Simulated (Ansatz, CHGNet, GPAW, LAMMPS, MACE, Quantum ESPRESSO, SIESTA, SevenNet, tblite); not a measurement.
**tblite runs on glassy 75Sc2O3-25SiO2 (mol %) (72 atoms)**

How near does tblite come to plane waves for glassy 75Sc2O3-25SiO2 (mol %) (72 atoms)?

Method: the method is named at each step, in tblite 0.8.0.

### 1. Starting point

The cell holds 72 atoms: 24 Sc, 4 Si and 44 O. Its edges and angles: a = 9.740 Å, b = 9.740 Å, c = 9.740 Å, α = 90.0°, β = 90.0°, γ = 90.0°. 72 atoms (24 Sc, 4 Si, 44 O) placed at random at 3.36 g/cm³, melted at 4000 K for 10 ps at fixed volume with the Morse and Coulomb pair potential with partial charges (Pedone, Malavasi, Menziani, Cormack and Segre, J. Phys. Chem. B 110, 11780 (2006)). Quenched from 4000 K to 300 K at 20 K/ps and fixed volume, held 10 ps at zero pressure.

The yardstick, on the same geometry:

```
method                                           : Kohn-Sham DFT, PBE, SSSP efficiency 1.3.0 pseudopotentials, plane waves (Quantum ESPRESSO 7.5); sssp-pbe-1.3.0-efficiency, cutoffs 60/480 Ry, Γ point
r.m.s. force component                           : 0.8579 eV/Å
longest force                                    : 3.848 eV/Å
pressure                                         : 0.6393 GPa
gap (highest filled to lowest empty level) : 2.695 eV
time                                             : 2.9 min on 4 MPI ranks of Arm Neoverse V1, shared host
CPU time                                         : 11 min
```

### 2. GFN1-xTB

Method: GFN1-xTB tight binding, diagonalisation.

File run.py:

```python
import numpy as np
from ase.io import read
from tblite.ase import TBLite

atoms = read("structure.xyz")
atoms.calc = TBLite(method="GFN1-xTB", electronic_temperature=580, accuracy=1.0, max_iterations=250, mixer_damping=0.4, verbosity=1)
energy = atoms.get_potential_energy()
forces = atoms.get_forces()
print(f"energy {energy:.6f} eV")
print("forces (eV/A)")
for i, (a, f) in enumerate(zip(atoms, forces)):
    print(f"{i:4d} {a.symbol:2s} {f[0]:10.5f} {f[1]:10.5f} {f[2]:10.5f}")
stress = -atoms.get_stress(voigt=False) * 160.21766
print("stress (GPa, compression positive)")
for row in stress:
    print(" ".join(f"{x:10.4f}" for x in row))
print("charges (e)")
print(np.array2string(atoms.get_charges(), precision=4, suppress_small=True, max_line_width=110, threshold=100000))
```

File structure.xyz:

```xyz
72
Lattice="9.74015 0.00000 0.00000 0.00000 9.74015 0.00000 0.00000 0.00000 9.74015" Properties=species:S:1:pos:R:3 pbc="T T T"
Sc 2.97980 2.73464 1.98017
Sc 4.77297 6.51100 0.34802
Sc 0.62162 6.22990 7.37154
Sc 3.14772 4.41005 8.80948
Sc 5.26621 5.39010 3.17539
Sc 7.31213 8.67643 2.30374
Sc 5.48663 2.49504 6.91570
Sc 2.19621 9.56639 6.43434
Sc 7.79446 6.71846 9.54476
Sc 8.65276 8.40663 6.02331
Sc 5.13111 9.31246 5.35923
Sc 6.16347 1.68602 3.65148
Sc 3.54551 0.62035 9.20707
Sc 2.61796 3.64535 5.73666
Sc 1.74105 6.66596 1.64901
Sc 0.31246 8.93211 9.67811
Sc 3.02724 6.95067 4.67206
Sc 5.74260 5.66692 6.65876
Sc 4.04275 9.01568 2.24316
Sc 0.96798 2.10748 8.43507
Sc 1.18002 9.30438 3.35821
Sc 6.00052 2.74828 0.69837
Sc 9.64051 2.03433 5.55909
Sc 6.02146 9.17853 8.50539
Si 8.22916 6.11457 4.24826
Si 8.77607 1.37930 1.65670
Si 8.15406 3.87931 8.03533
Si 0.29308 3.99171 3.14617
O 4.82430 4.41024 0.30759
O 6.84499 4.00155 7.11450
O 7.17956 1.43599 1.78449
O 9.37158 2.67698 2.46309
O 1.95884 1.46940 3.08734
O 4.29093 1.27830 1.44544
O 1.63362 0.19441 8.46361
O 4.71248 8.66786 0.31305
O 5.47396 3.44344 2.71283
O 2.55387 2.60656 9.61285
O 9.14473 0.04870 2.40416
O 1.28239 7.16437 3.53041
O 8.01858 7.68556 3.95869
O 6.84869 9.18993 6.65496
O 9.65551 7.02080 0.81506
O 5.82997 9.36369 3.36999
O 9.64314 1.26038 0.31655
O 1.81235 1.87595 6.47428
O 6.76122 5.48234 4.61488
O 5.50299 1.58979 8.71140
O 7.62761 3.34097 9.46528
O 0.86921 3.61136 4.59813
O 1.49687 4.49469 2.19894
O 9.38123 8.06348 7.86186
O 3.55759 4.93514 4.44716
O 1.99848 7.47138 6.35116
O 7.60530 8.80831 0.12214
O 9.16480 2.84841 7.40485
[... 12 atom lines left out ...]
O 6.53720 6.69314 1.60381
O 8.92032 5.09030 3.31847
O 0.42720 9.59979 5.31851
O 4.86813 1.68962 5.19462
```

Run with:

```
$ OMP_NUM_THREADS=1 python run.py > output.txt
```

The log of the run:

```text
------------------------------------------------------------
  cycle        total energy    energy error   density error
------------------------------------------------------------
      1     -217.9516206819  -2.1803160E+02   1.1772493E+00
      2     -224.3604845646  -6.4088639E+00   1.1929381E+00
      3     -118.4099231370   1.0595056E+02   2.1015401E+00
      4     -230.9436562839  -1.1253373E+02   6.9177940E-01
      5     -236.2308981986  -5.2872419E+00   5.4760680E-01
      6     -238.6372857669  -2.4063876E+00   4.0427882E-01
      7     -240.7937621507  -2.1564764E+00   3.3300078E-01
      8     -242.0630562162  -1.2692941E+00   2.4906825E-01
      9     -242.6348576549  -5.7180144E-01   1.7737572E-01
     10     -243.0459103833  -4.1105273E-01   1.1160303E-01
     11     -243.0977577323  -5.1847349E-02   5.8503895E-02
     12     -243.1325070945  -3.4749362E-02   4.7273549E-02
     13     -243.1858555497  -5.3348455E-02   4.6245462E-02
     14     -243.2037440031  -1.7888453E-02   3.7714839E-02
     15     -243.2414509930  -3.7706990E-02   2.6606533E-02
     16     -243.2651648341  -2.3713841E-02   2.0939863E-02
     17     -243.2697454099  -4.5805758E-03   1.9134873E-02
     18     -243.2729256985  -3.1802887E-03   1.7389709E-02
     19     -243.2797591557  -6.8334572E-03   1.3491268E-02
     20     -243.2845138612  -4.7547055E-03   9.6631544E-03
     21     -243.2866321227  -2.1182614E-03   6.8461633E-03
     22     -243.2874781732  -8.4605050E-04   4.6140204E-03
     23     -243.2881124472  -6.3427409E-04   2.4807268E-03
     24     -243.2883015773  -1.8913003E-04   1.2483990E-03
     25     -243.2883573920  -5.5814765E-05   5.5756828E-04
     26     -243.2883675291  -1.0137091E-05   3.4127673E-04
     27     -243.2883733881  -5.8589767E-06   1.9382394E-04
     28     -243.2883747765  -1.3883653E-06   6.4460991E-05
     29     -243.2883749230  -1.4649129E-07   3.5867928E-05
     30     -243.2883749760  -5.3004413E-08   1.9521225E-05
------------------------------------------------------------
 total:                                   4.742 sec
energy -6620.213887 eV
forces (eV/A)
   0 Sc    0.11142   -0.24939    0.52340
   1 Sc   -0.45748    0.57276    0.40555
   2 Sc    0.30731    0.58299   -0.13369
   3 Sc    0.60181    0.33131    0.26270
   4 Sc    0.17227    0.07327   -0.11435
   5 Sc    0.48582   -0.70051   -0.78564
   6 Sc   -0.00516   -0.46619   -0.13656
   7 Sc    0.62662   -0.31118   -0.09020
   8 Sc    0.50717    0.26024    0.33117
   9 Sc    0.20386   -0.08673   -0.12755
  10 Sc   -0.50230   -0.42053   -0.08815
  11 Sc    0.17170    0.04366   -0.16001
  12 Sc    0.22403    0.22622    0.72203
  13 Sc    0.40016   -0.10023   -0.32846
  14 Sc   -0.31992   -0.04931    0.36245
  15 Sc   -0.25752   -0.37861    0.30367
  16 Sc   -0.16802   -0.10246   -0.06820
  17 Sc   -0.25473    0.09860   -0.38957
  18 Sc   -0.50794    0.02953   -0.27436
  19 Sc   -0.02964    0.41661    0.14857
  20 Sc    0.48198    0.50137    0.12374
  21 Sc   -0.34382   -0.00701    0.02816
  22 Sc   -0.34813   -0.51379   -0.83610
  23 Sc    0.47000   -0.36833    0.09870
[...]
64 O    -0.29275    0.35014    0.57797
  65 O    -0.13256   -0.13014    0.46049
  66 O     0.00047    0.21450    0.12980
  67 O    -0.37566   -0.36399    0.14454
  68 O     0.39984   -0.45854    0.29294
  69 O    -0.06823   -0.00844   -1.71987
  70 O    -0.60579    0.29395   -0.16730
  71 O    -0.04106    0.64851   -0.04402
stress (GPa, compression positive)
    5.3923    -1.3294    -0.1305
   -1.3294     4.7966     0.1838
   -0.1305     0.1838     3.9113
charges (e)
[ 0.7791  0.7759  0.8143  0.7592  0.8102  0.8103  0.7863  0.7986  0.795   0.8075  0.7974  0.7888  0.788
  0.8083  0.7946  0.8094  0.7721  0.82    0.7936  0.7815  0.7975  0.8132  0.7967  0.7997  0.6345  0.6497
  0.6231  0.6339 -0.5679 -0.3918 -0.396  -0.2417 -0.5307 -0.5454 -0.54   -0.5411 -0.5452 -0.5546 -0.4014
 -0.5274 -0.388  -0.5477 -0.5583 -0.5552 -0.3807 -0.5698 -0.4019 -0.5437 -0.4078 -0.3865 -0.3827 -0.5579
 -0.5538 -0.5401 -0.5462 -0.3777 -0.5484 -0.547  -0.5531 -0.3845 -0.556  -0.5571 -0.4235 -0.5475 -0.5412
 -0.5532 -0.5646 -0.5454 -0.5479 -0.1987 -0.5465 -0.5425]
```

Run time: 5.5 s. Hardware: 1 thread of Arm Neoverse V1, shared host; peak memory 0.12 GiB.

Banners, paths, timers and routine set-up lines are dropped from the logs unmarked, and long logs keep their key lines alone; longer cuts are marked.

Against the reference:

| Quantity | Value |
| --- | --- |
| r.m.s. force component | 0.6725 eV/Å |
| r.m.s. difference of force components | 567 meV/Å |
| longest difference of force vectors | 2961 meV/Å |
| force difference over r.m.s. force | 66.09 % |
| slope of forces against the reference's | 0.5888 |
| correlation of force components | 0.7512 |
| pressure | 4.7 GPa |
| pressure difference | 4.061 GPa |

Length of the force difference by element (eV/Å):

```
element  atoms  mean  most
      O     44  0.67   1.3
     Sc     24   1.0   2.3
     Si      4   1.8   3.0
```

A closer look about Si25, which bears the longest force: 11 atoms, nearest first, numbered in the order of the input, with positions taken from that point.

```
atom      x      y      z  distance (Å)  bonds  Mulliken charge (e)     Fx     Fy  Fz (eV/Å)
Si25   0.00   0.00   0.00          0.00      4                 0.63  -2.02   2.24       3.95
 O70   0.69  -1.02  -0.93          1.55      2                -0.20  -0.07  -0.01      -1.72
 O41  -0.21   1.57  -0.29          1.61      3                -0.39   0.06   1.45      -1.26
 O47  -1.47  -0.63   0.37          1.64      3                -0.40  -0.76  -0.50      -0.04
 O63   0.74   0.21   1.49          1.67      3                -0.42   0.50  -0.77      -0.06
Sc10   0.42   2.29   1.78          2.93      5                 0.81   0.20  -0.09      -0.13
Si28   1.80  -2.12  -1.10          3.00      4                 0.63   2.26  -1.79      -0.63
 O40   2.79   1.05  -0.72          3.07      3                -0.53  -0.14   0.04       0.10
 O69  -1.69   0.58  -2.64          3.19      4                -0.55   0.40  -0.46       0.29
 Sc5  -2.96  -0.72  -1.07          3.23      5                 0.81   0.17   0.07      -0.11
 Sc6  -0.92   2.56  -1.94          3.34      6                 0.81   0.49  -0.70      -0.79
```

Atoms are counted from 1 here, from 0 in the log.

Forces lie 66 % from the reference's, at 0.0079 times its CPU time (on 1 against 4 cores).

### 3. Summary of results

* force difference from the reference: tblite GFN1-xTB, 66 %
* its CPU time: 5.5 s

What this shows: Tight binding differs by 66 % (tblite GFN1-xTB); it is another model, with fitted parameters of its own, and the xTB methods hold dispersion. One electronic-structure run takes under half the reference's CPU time: tblite GFN1-xTB, at 66 % in 5.5 s against 11 min, too far off to be of use; its pressure misses by +4.1 GPa. Periodic xTB results under one method name differ between programs and library versions. The reference's pressure holds the uncorrected Pulay stress of its 60 Ry basis, so small pressure differences, and their order, may be the reference's own error. The quench rate of 20 K/ps is many orders above laboratory rates, so the cell is likely richer in defects and strain than a real sample. The network of bonds at the start is that of the classical potential that made the cell, and needn't be the one that DFT or experiment would give. The electronic-structure runs sample only Γ, in a cell whose shortest periodic width is 10 Å.

[Also dropped from logs without a mark: logging warnings of Python, and SIESTA's first energy breakdown and zero terms.]

[Logs are printed without paths, hosts, clocks, repeated set-up lines and the standing remarks that a program may print on its own settings, such as how far it seeks lower states.]

[Hosts, paths, dates, database ids (printed as entryN), source tags and the programs' standing remarks are cut or masked in the printed files.]
